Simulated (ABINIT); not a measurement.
# A GW chain in ABINIT: CsSnI3 (Pm-3m), part 2 of 3

Wanted: ground state, empty states, screening and self-energy for CsSnI3 (Pm-3m).

ABINIT 10.8.3; PBE and many-body steps on it, plane waves. Known limits of the many-body steps: not at the basis limit; screening runs away on this mesh; no spin-orbit coupling; coarse k mesh.

So far. Step 2 (Ground state): The gap is direct, at (0.500, 0.500, 0.500).

### 3. Bands along the symmetry lines

Level of this step: DFT, PBE, plane waves, norm-conserving pseudopotentials (ABINIT).

Levels along a band path, at the cheap level, show where the edges lie and whether the meshes to come will hold them.

run.abi

```
acell 3*1.0 Angstrom
rprim 
  6.286228000000 0.000000000000 0.000000000000
  0.000000000000 6.286228000000 0.000000000000
  0.000000000000 0.000000000000 6.286228000000
ntypat 3
znucl 55 50 53
natom 5
typat 1 2 3 3 3
xred 
  0.500000000000 0.500000000000 0.500000000000
  0.000000000000 0.000000000000 0.000000000000
  0.500000000000 0.000000000000 0.000000000000
  0.000000000000 0.000000000000 0.500000000000
  0.000000000000 0.500000000000 0.000000000000
pp_dirpath "pseudos"
pseudos "Cs.upf, Sn.upf, I.upf"
ecut 38
iscf -2
irdden 1
kptopt 0
nkpt 50
kpt 
  0.00000000 0.00000000 0.00000000
  0.00000000 0.06250000 0.00000000
  0.00000000 0.12500000 0.00000000
  0.00000000 0.18750000 0.00000000
  0.00000000 0.25000000 0.00000000
  0.00000000 0.31250000 0.00000000
  0.00000000 0.37500000 0.00000000
  0.00000000 0.43750000 0.00000000
  0.00000000 0.50000000 0.00000000
  0.06250000 0.50000000 0.00000000
  0.12500000 0.50000000 0.00000000
  0.18750000 0.50000000 0.00000000
  0.25000000 0.50000000 0.00000000
  0.31250000 0.50000000 0.00000000
  0.37500000 0.50000000 0.00000000
  0.43750000 0.50000000 0.00000000
  0.50000000 0.50000000 0.00000000
  0.43750000 0.43750000 0.00000000
  0.37500000 0.37500000 0.00000000
  0.31250000 0.31250000 0.00000000
  0.25000000 0.25000000 0.00000000
  0.18750000 0.18750000 0.00000000
  0.12500000 0.12500000 0.00000000
  0.06250000 0.06250000 0.00000000
  0.00000000 0.00000000 0.00000000
  0.06250000 0.06250000 0.06250000
  0.12500000 0.12500000 0.12500000
  0.18750000 0.18750000 0.18750000
  0.25000000 0.25000000 0.25000000
  0.31250000 0.31250000 0.31250000
  0.37500000 0.37500000 0.37500000
  0.43750000 0.43750000 0.43750000
  0.50000000 0.50000000 0.50000000
  0.43750000 0.50000000 0.43750000
  0.37500000 0.50000000 0.37500000
  0.31250000 0.50000000 0.31250000
  0.25000000 0.50000000 0.25000000
  0.18750000 0.50000000 0.18750000
  0.12500000 0.50000000 0.12500000
  0.06250000 0.50000000 0.06250000
  0.00000000 0.50000000 0.00000000
  0.50000000 0.50000000 0.50000000
  0.50000000 0.50000000 0.43750000
  0.50000000 0.50000000 0.37500000
  0.50000000 0.50000000 0.31250000
  0.50000000 0.50000000 0.25000000
  0.50000000 0.50000000 0.18750000
  0.50000000 0.50000000 0.12500000
  0.50000000 0.50000000 0.06250000
  0.50000000 0.50000000 0.00000000
istwfk *1
nband 60
nbdbuf 2
tolwfr 1e-08
nstep 40
prtwf 0
prtvol 0
indata_prefix "in"
outdata_prefix "out"
tmpdata_prefix "tmp"
```

The run is started by

```console
OMP_NUM_THREADS=1 mpirun -n 8 abinit run.abi > log
```

Numbers of over 12 decimals in the logs are rounded to 6 here.

The program printed:

```text
.Version 10.8.3 of ABINIT. v10.8.2 released Aug 2026.

 Symmetries : space group Pm -3 m (#221); Bravais cP (primitive cubic)
[... echo of the input left out ...]
== DATASET  1 ==================================================================
-   mpi_nproc: 8, omp_nthreads: 1 (-1 if OMP is not activated)

--- !DatasetInfo
iteration_state: {dtset: 1, }
dimensions: {natom: 5, nkpt: 50, mband: 60, nsppol: 1, nspinor: 1, nspden: 1, mpw: 18827, }
cutoff_energies: {ecut:  38.0, pawecutdg:  -1.0, }
electrons: {nelect:   1.06000000E+02, charge:   0.00000000E+00, occopt:   1.00000000E+00, tsmear:   1.00000000E-02, }

 Real(R)+Recip(G) space primitive vectors, cartesian coordinates (Bohr,Bohr^-1):
 R(1)= 11.8792493  0.0000000  0.0000000  G(1)=  0.0841804  0.0000000  0.0000000
 R(2)=  0.0000000 11.8792493  0.0000000  G(2)=  0.0000000  0.0841804  0.0000000
 R(3)=  0.0000000  0.0000000 11.8792493  G(3)=  0.0000000  0.0000000  0.0841804
 Unit cell volume ucvol=  1.6763588E+03 bohr^3
 Angles (23,13,12)=  9.00000000E+01  9.00000000E+01  9.00000000E+01 degrees

 getcut: wavevector=  0.0000  0.0000  0.0000  ngfft=  72  72  72
         ecut(hartree)=     38.000   => boxcut(ratio)=   2.18417

--- Pseudopotential description ------------------------------------------------
- Cs Generated using ONCVPSP code by D. R. Hamann
- 55.00000   9.00000  171031                  znucl, zion, pspdat
12 -101130 3 -1 2414                          pspcod,pspxc,lmax,lloc,mmax
     nproj     2     2     2     2
  pspatm : epsatm=   22.81663564
         --- l  ekb(1:nproj) -->
             0    6.176104    0.756334
             1    6.263084    0.786397
             2    3.737592    0.906929
[...]
pspatm: atomic psp has been read  and splines computed

- Sn Generated using ONCVPSP code by D. R. Hamann
- 50.00000  22.00000  171031                  znucl, zion, pspdat
12 -101130 2 -1 1628                          pspcod,pspxc,lmax,lloc,mmax
     nproj     2     2     2     0
  pspatm : epsatm=   27.31087254
         --- l  ekb(1:nproj) -->
[...]
pspatm: atomic psp has been read  and splines computed

- I Generated using ONCVPSP code by D. R. Hamann
- 53.00000  25.00000  220131                  znucl, zion, pspdat
12 -101130 3 -1 1188                          pspcod,pspxc,lmax,lloc,mmax
     nproj     2     2     2     2
  pspatm : epsatm=   25.72445091
         --- l  ekb(1:nproj) -->
[...]
pspatm: atomic psp has been read  and splines computed

--------------------------------------------------------------------------------

================================================================================
 prteigrs : about to open file out_EIG
 Non-SCF case, kpt    1 (  0.00000  0.00000  0.00000), residuals and eigenvalues=
  2.90E-09  5.18E-09  9.62E-09  4.82E-09  2.85E-09  3.95E-09  6.66E-09  1.71E-09
[...]
4.99E-09  6.42E-09  4.71E-09  3.96E-06
[...]
Non-SCF case, kpt   49 (  0.50000  0.50000  0.06250), residuals and eigenvalues=
[...]
Non-SCF case, kpt   50 (  0.50000  0.50000  0.00000), residuals and eigenvalues=
[...]
4.1122E-02  4.1122E-02  4.3668E-02  7.1393E-02  1.0215E-01  1.6162E-01
  1.6162E-01  2.7501E-01  2.8913E-01  2.9485E-01  3.1203E-01  3.2426E-01

--- !ResultsGS
iteration_state: {dtset: 1, }
comment   : Summary of ground state results
lattice_vectors:
- [ 11.8792493,   0.0000000,   0.0000000, ]
- [  0.0000000,  11.8792493,   0.0000000, ]
- [  0.0000000,   0.0000000,  11.8792493, ]
lattice_lengths: [  11.87925,   11.87925,   11.87925, ]
lattice_angles: [ 90.000,  90.000,  90.000, ] # degrees, (23, 13, 12)
lattice_volume:   1.6763588E+03
convergence: {deltae:  0.000E+00, res2:  0.000E+00, residm:  9.997E-09, diffor:  0.000E+00, }
etotal    :  -1.18311200E+03
entropy   :   0.00000000E+00
fermie    :   1.28351261E-01
cartesian_stress_tensor: null
pressure_GPa: null
xred      :
- [  5.0000E-01,   5.0000E-01,   5.0000E-01, Cs]
- [  0.0000E+00,   0.0000E+00,   0.0000E+00, Sn]
- [  5.0000E-01,   0.0000E+00,   0.0000E+00,  I]
- [  0.0000E+00,   0.0000E+00,   5.0000E-01,  I]
- [  0.0000E+00,   5.0000E-01,   0.0000E+00,  I]
cartesian_forces: null
force_length_stats: {min: null, max: null, mean: null, }

 Integrated electronic density in atomic spheres:
 ------------------------------------------------
 Atom  Sphere_radius  Integrated_density
[...]
================================================================================

 ----iterations are completed or convergence reached----

 Mean square residual over all n,k,spin=   58.997E-10; max=  99.970E-10
 reduced coordinates (array xred) for    5 atoms
[...]
0.000000000000      0.000000000000      0.500000000000
       0.000000000000      0.500000000000      0.000000000000

 cartesian coordinates (angstrom) at end:
[...]
length scales=  1.889726125908  1.889726125908  1.889726125908 bohr
              =  1.000000000000  1.000000000000  1.000000000000 angstroms
 prteigrs : about to open file out_EIG
 Eigenvalues (hartree) for nkpt=  50  k points:
 kpt#   1, nband= 60, wtk=  1.00000, kpt=  0.0000  0.0000  0.0000 (reduced coord)
[...]
kpt#   2, nband= 60, wtk=  1.00000, kpt=  0.0000  0.0625  0.0000 (reduced coord)
[...]
kpt#   3, nband= 60, wtk=  1.00000, kpt=  0.0000  0.1250  0.0000 (reduced coord)
[...]
kpt#  49, nband= 60, wtk=  1.00000, kpt=  0.5000  0.5000  0.0625 (reduced coord)
[...]
0.28634    0.29608    0.31047    0.31444
 kpt#  50, nband= 60, wtk=  1.00000, kpt=  0.5000  0.5000  0.0000 (reduced coord)
[...]
-0.19991   -0.19991   -0.19959   -0.15021   -0.02267    0.01334    0.03828    0.03828
   0.04112    0.04112    0.04367    0.07139    0.10215    0.16162    0.16162    0.27501
   0.28913    0.29485    0.31203    0.32426

== END DATASET(S) ==============================================================
================================================================================

 -outvars: echo values of variables after computation  --------
            nband          60
             nkpt          50
          spgroup         221
 [... the other variables as echoed above ...]

 Calculation completed.
```

The job ended after 5.1 min (8 MPI ranks of Intel Xeon Platinum 8488C (Sapphire Rapids), shared host; peak memory 1.8 GiB; 41 min of CPU time).

Numbers from this step:

```
gap                        : 0.4814 eV
k of the valence top       : 0.5, 0.5, 0.5
k of the conduction bottom : 0.5, 0.5, 0.5
least direct gap           : 0.4814 eV
```

The gap is 0.481 eV, as in the run before at this level.

Electronic bands along the path, in eV, zero at the top of the highest filled band:

| point | band 50 | band 51 | band 52 | band 53 | band 54 | band 55 | band 56 | band 57 |
| --- | --- | --- | --- | --- | --- | --- | --- | --- |
| Γ | -2.09 | -1.95 | -1.95 | -1.95 | 2.37 | 3.37 | 3.37 | 3.72 |
| halfway | -2.16 | -2.02 | -2.02 | -1.96 | 2.90 | 2.94 | 3.69 | 3.83 |
| X | -2.23 | -2.06 | -2.06 | -1.44 | 1.22 | 3.84 | 4.10 | 4.30 |
| halfway | -2.21 | -2.12 | -1.80 | -1.28 | 1.08 | 2.67 | 4.06 | 4.14 |
| M | -2.37 | -2.30 | -1.55 | -0.71 | 0.91 | 0.91 | 3.99 | 4.38 |
| halfway | -2.14 | -2.09 | -1.90 | -1.83 | 2.69 | 2.85 | 3.36 | 3.97 |
| Γ | -2.09 | -1.95 | -1.95 | -1.95 | 2.37 | 3.37 | 3.37 | 3.72 |
| halfway | -2.02 | -1.84 | -1.84 | -1.83 | 2.54 | 2.54 | 2.78 | 3.55 |
| R | -1.54 | -1.54 | -1.54 | 0.00 | 0.48 | 0.48 | 0.48 | 3.22 |
| halfway | -1.94 | -1.85 | -1.74 | -1.20 | 0.91 | 2.42 | 2.63 | 3.81 |
| X | -2.23 | -2.06 | -2.06 | -1.44 | 1.22 | 3.84 | 4.10 | 4.30 |
| jump to R | -1.54 | -1.54 | -1.54 | 0.00 | 0.48 | 0.48 | 0.48 | 3.22 |
| halfway | -1.86 | -1.86 | -1.54 | -0.61 | 0.71 | 0.71 | 2.42 | 3.66 |
| M | -2.37 | -2.30 | -1.55 | -0.71 | 0.91 | 0.91 | 3.99 | 4.38 |

### 4. Empty states on the mesh, 2×2×2 mesh, 213 bands

The sums over transitions need many empty states on a uniform mesh; this step solves for them.

run.abi

```
acell 3*1.0 Angstrom
rprim 
  6.286228000000 0.000000000000 0.000000000000
  0.000000000000 6.286228000000 0.000000000000
  0.000000000000 0.000000000000 6.286228000000
ntypat 3
znucl 55 50 53
natom 5
typat 1 2 3 3 3
xred 
  0.500000000000 0.500000000000 0.500000000000
  0.000000000000 0.000000000000 0.000000000000
  0.500000000000 0.000000000000 0.000000000000
  0.000000000000 0.000000000000 0.500000000000
  0.000000000000 0.500000000000 0.000000000000
pp_dirpath "pseudos"
pseudos "Cs.upf, Sn.upf, I.upf"
ecut 38
ngkpt 2 2 2
nshiftk 1
shiftk 0 0 0
kptopt 1
chksymbreak 0
iscf -2
irdden 1
istwfk *1
nband 213
nbdbuf 18
tolwfr 1e-09
nstep 60
prtvol 0
indata_prefix "in"
outdata_prefix "out"
tmpdata_prefix "tmp"
```

The program printed:

```text
.Version 10.8.3 of ABINIT. v10.8.2 released Aug 2026.

 Symmetries : space group Pm -3 m (#221); Bravais cP (primitive cubic)
[... echo of the input left out ...]
== DATASET  1 ==================================================================
-   mpi_nproc: 8, omp_nthreads: 1 (-1 if OMP is not activated)
-    --> not optimal distribution: autoparal keyword recommended in input file <--

--- !DatasetInfo
iteration_state: {dtset: 1, }
dimensions: {natom: 5, nkpt: 4, mband: 213, nsppol: 1, nspinor: 1, nspden: 1, mpw: 18805, }
cutoff_energies: {ecut:  38.0, pawecutdg:  -1.0, }
electrons: {nelect:   1.06000000E+02, charge:   0.00000000E+00, occopt:   1.00000000E+00, tsmear:   1.00000000E-02, }

 Real(R)+Recip(G) space primitive vectors, cartesian coordinates (Bohr,Bohr^-1):
 R(1)= 11.8792493  0.0000000  0.0000000  G(1)=  0.0841804  0.0000000  0.0000000
 R(2)=  0.0000000 11.8792493  0.0000000  G(2)=  0.0000000  0.0841804  0.0000000
 R(3)=  0.0000000  0.0000000 11.8792493  G(3)=  0.0000000  0.0000000  0.0841804
 Unit cell volume ucvol=  1.6763588E+03 bohr^3
 Angles (23,13,12)=  9.00000000E+01  9.00000000E+01  9.00000000E+01 degrees

 getcut: wavevector=  0.0000  0.0000  0.0000  ngfft=  72  72  72
         ecut(hartree)=     38.000   => boxcut(ratio)=   2.18417

--- Pseudopotential description ------------------------------------------------
- Cs Generated using ONCVPSP code by D. R. Hamann
- 55.00000   9.00000  171031                  znucl, zion, pspdat
12 -101130 3 -1 2414                          pspcod,pspxc,lmax,lloc,mmax
     nproj     2     2     2     2
  pspatm : epsatm=   22.81663564
         --- l  ekb(1:nproj) -->
             0    6.176104    0.756334
             1    6.263084    0.786397
             2    3.737592    0.906929
[...]
pspatm: atomic psp has been read  and splines computed

- Sn Generated using ONCVPSP code by D. R. Hamann
- 50.00000  22.00000  171031                  znucl, zion, pspdat
12 -101130 2 -1 1628                          pspcod,pspxc,lmax,lloc,mmax
     nproj     2     2     2     0
  pspatm : epsatm=   27.31087254
         --- l  ekb(1:nproj) -->
[...]
pspatm: atomic psp has been read  and splines computed

- I Generated using ONCVPSP code by D. R. Hamann
- 53.00000  25.00000  220131                  znucl, zion, pspdat
12 -101130 3 -1 1188                          pspcod,pspxc,lmax,lloc,mmax
     nproj     2     2     2     2
  pspatm : epsatm=   25.72445091
         --- l  ekb(1:nproj) -->
[...]
pspatm: atomic psp has been read  and splines computed

--------------------------------------------------------------------------------

================================================================================
 prteigrs : about to open file out_EIG
 Non-SCF case, kpt    1 (  0.00000  0.00000  0.00000), residuals and eigenvalues=
[...]
4.08E-10  5.60E-10  2.35E-10  5.28E-10  5.52E-10  2.04E-10  3.91E-10  4.08E-10
  1.56E-10  1.86E-10  8.48E-10  1.77E-10  9.70E-10  9.55E-10  1.95E-10  1.96E-10
[...]
1.33E-07  1.10E-06  2.32E-05  2.03E-05  3.52E-05
 -6.3230E+00 -6.3230E+00 -6.3230E+00 -4.6541E+00 -4.3727E+00 -4.3727E+00
 -4.3727E+00 -4.3688E+00 -4.3688E+00 -4.3688E+00 -4.3688E+00 -4.3688E+00
 -4.3688E+00 -3.0285E+00 -3.0285E+00 -3.0285E+00 -1.5207E+00 -1.5204E+00
[...]
1.3779E+00  1.3820E+00  1.3820E+00  1.3820E+00  1.4136E+00  1.4136E+00
  1.4137E+00  1.4275E+00  1.4275E+00  1.4276E+00  1.4320E+00  1.4320E+00
[...]
prteigrs : prtvol=0 or 1, do not print more k-points.

--- !ResultsGS
iteration_state: {dtset: 1, }
comment   : Summary of ground state results
lattice_vectors:
- [ 11.8792493,   0.0000000,   0.0000000, ]
- [  0.0000000,  11.8792493,   0.0000000, ]
- [  0.0000000,   0.0000000,  11.8792493, ]
lattice_lengths: [  11.87925,   11.87925,   11.87925, ]
lattice_angles: [ 90.000,  90.000,  90.000, ] # degrees, (23, 13, 12)
lattice_volume:   1.6763588E+03
convergence: {deltae:  0.000E+00, res2:  0.000E+00, residm:  9.992E-10, diffor:  0.000E+00, }
etotal    :  -1.18311200E+03
entropy   :   0.00000000E+00
fermie    :   1.28351261E-01
cartesian_stress_tensor: null
pressure_GPa: null
xred      :
- [  5.0000E-01,   5.0000E-01,   5.0000E-01, Cs]
- [  0.0000E+00,   0.0000E+00,   0.0000E+00, Sn]
- [  5.0000E-01,   0.0000E+00,   0.0000E+00,  I]
- [  0.0000E+00,   0.0000E+00,   5.0000E-01,  I]
- [  0.0000E+00,   5.0000E-01,   0.0000E+00,  I]
cartesian_forces: null
force_length_stats: {min: null, max: null, mean: null, }

 Integrated electronic density in atomic spheres:
 ------------------------------------------------
 Atom  Sphere_radius  Integrated_density
[...]
================================================================================

 ----iterations are completed or convergence reached----

 Mean square residual over all n,k,spin=   54.361E-11; max=  99.916E-11
 reduced coordinates (array xred) for    5 atoms
[...]
0.000000000000      0.000000000000      0.500000000000
       0.000000000000      0.500000000000      0.000000000000

 cartesian coordinates (angstrom) at end:
    1      3.143114     3.143114     3.143114
    2      0.000000     0.000000     0.000000
    3      3.143114     0.000000     0.000000
    4      0.000000     0.000000     3.143114
    5      0.000000     3.143114     0.000000
 length scales=  1.889726125908  1.889726125908  1.889726125908 bohr
              =  1.000000000000  1.000000000000  1.000000000000 angstroms
 prteigrs : about to open file out_EIG
 Eigenvalues (hartree) for nkpt=   4  k points:
 kpt#   1, nband=213, wtk=  0.12500, kpt=  0.0000  0.0000  0.0000 (reduced coord)
[...]
1.33678    1.37200    1.37400    1.37400    1.37786    1.37786    1.37786    1.38196
   1.38196    1.38196    1.41364    1.41365    1.41365    1.42754    1.42754    1.42758
   1.43204    1.43204    1.43214    1.44458    1.44483
 prteigrs : prtvol=0 or 1, do not print more k-points.

== END DATASET(S) ==============================================================
================================================================================

 -outvars: echo values of variables after computation  --------
            nband         213
             nkpt           4
          spgroup         221
 [... the other variables as echoed above ...]

 Calculation completed.
```

The job ended after 4.5 min (8 MPI ranks; peak memory 1.1 GiB).

This step gave:

- gap: 0.4814 eV
- k of the valence top: 0.5, 0.5, 0.5
- k of the conduction bottom: 0.5, 0.5, 0.5
- least direct gap: 0.4814 eV
- k points computed: 4
- lowest point of the top converged band, above the valence top: 32.96 eV

On this mesh the gap is 0.481 eV.

### 5. Screening, 2×2×2 mesh, 195 bands, screening to 87.1 eV

The RPA dielectric matrix is built and inverted for each q.

This step: RPA screening on PBE, plane waves, norm-conserving pseudopotentials.

Changes to run.abi since step 4:

```diff
@@ -23,10 +23,11 @@
 chksymbreak 0
-iscf -2
-irdden 1
 istwfk *1
-nband 213
-nbdbuf 18
-tolwfr 1e-09
-nstep 60
-prtvol 0
+occopt 1
+irdwfk 1
+optdriver 3
+nband 195
+ecuteps 3.2
+inclvkb 2
+awtr 1
+symchi 1
 indata_prefix "in"
```

The program printed:

```text
.Version 10.8.3 of ABINIT. v10.8.2 released Aug 2026.

 Symmetries : space group Pm -3 m (#221); Bravais cP (primitive cubic)
[... echo of the input left out ...]
== DATASET  1 ==================================================================
-   mpi_nproc: 8, omp_nthreads: 1 (-1 if OMP is not activated)

--- !DatasetInfo
iteration_state: {dtset: 1, }
dimensions: {natom: 5, nkpt: 4, mband: 195, nsppol: 1, nspinor: 1, nspden: 1, mpw: 18805, }
cutoff_energies: {ecut:  38.0, pawecutdg:  -1.0, }
electrons: {nelect:   1.06000000E+02, charge:   0.00000000E+00, occopt:   1.00000000E+00, tsmear:   1.00000000E-02, }

 SCREENING: Calculation of the susceptibility and dielectric matrices

 Based on a program developped by R.W. Godby, V. Olevano, G. Onida, and L. Reining.
 Incorporated in ABINIT by V. Olevano, G.-M. Rignanese, and M. Torrent.
.Using double precision arithmetic ; gwpc =  8

[... cell and pseudopotentials left out ...]
--------------------------------------------------------------------------------

 ==== K-mesh for the wavefunctions ====
 Number of points in the irreducible wedge :     4
[... list of points left out ...]
 Together with 48 symmetry operations and time-reversal symmetry
 yields     8 points in the full Brillouin Zone.

 ==== Q-mesh for the screening function ====
 Number of points in the irreducible wedge :     4
[... list of points left out ...]
 Together with 48 symmetry operations and time-reversal symmetry
 yields     8 points in the full Brillouin Zone.

 setmesh: FFT mesh size selected  =    45x   45x   45
          total number of points  =        91125

 vcoul_init : cutoff-mode = AUXILIARY_FUNCTION
 q-points for optical limit:   1
     1)      0.000010    0.000020    0.000030

- screening: taking advantage of time-reversal symmetry
- Maximum band index for partially occupied states nbvw = 53
- Remaining bands to be divided among processors   nbcw = 142
- Number of bands treated by each node ~17

 Number of electrons calculated from density =  106.0000; Expected =  106.0000
 average of density, n =  0.063232
 r_s =    1.5571
 omega_plasma =   24.2563 [eV]

 calculating chi0 at frequencies [eV] :
  1    0.000000E+00    0.000000E+00
  2    0.000000E+00    2.425633E+01

--------------------------------------------------------------------------------
  q-point number  1        q = ( 0.000000, 0.000000, 0.000000) [r.l.u.]
--------------------------------------------------------------------------------
[... chi0 elements left out ...]
 For q-point:  0.000010 0.000020 0.000030
  dielectric constant = 107.1557
  dielectric constant without local fields = 133.7107

  Average fulfillment of the sum rule on Im[epsilon] for q-point    1 :     45.25  [%]
[... wings left out ...]
  q-point number  2        q = ( 0.500000, 0.000000, 0.000000) [r.l.u.]
--------------------------------------------------------------------------------
[... chi0 elements left out ...]
  Average fulfillment of the sum rule on Im[epsilon] for q-point    2 :     49.99  [%]

 [... 2 further q-points ...]
```

Elapsed: 2 min, on 8 MPI ranks; peak memory 6.3 GiB; 16 min of CPU time.

Numbers from this step:

```yaml
eps_infinity_with_local_fields_on_this_mesh_along_the_program_s_q_direction: 107.2
the_same_without_local_fields: 133.7
plasma_frequency: 24.26 eV
plane_waves_in_the_screening_matrix: 461
```

Local fields lower ε∞ by 20 %. The value itself is an artefact of the mesh, where one narrow direct gap carries too much weight.

(Continued in part 3 of 3.)

[Paths, hosts, dates, memory and timing lines, banners, echoed tables and standing remarks are left out of the program output.]

[Logs are printed without paths, hosts, clocks, repeated set-up lines and the standing remarks that a program may print on its own settings, such as how far it seeks lower states.]

[Runs of the session that timed out or met a known fault of the program may be left out.]

[Hosts, paths, dates, database ids (printed as entryN), source tags and the programs' standing remarks are cut or masked in the printed files.]

[G0W0 gaps are taken among the corrected bands and points alone; a level outside them can change the order at an edge.]

[Where Ansatz stands beside ABINIT at settings called matched, ABINIT's density can come from a denser mesh and the files from another edition; pairs whose starting gaps differed by over 0.03 eV were left out, so agreement reads better than it is.]
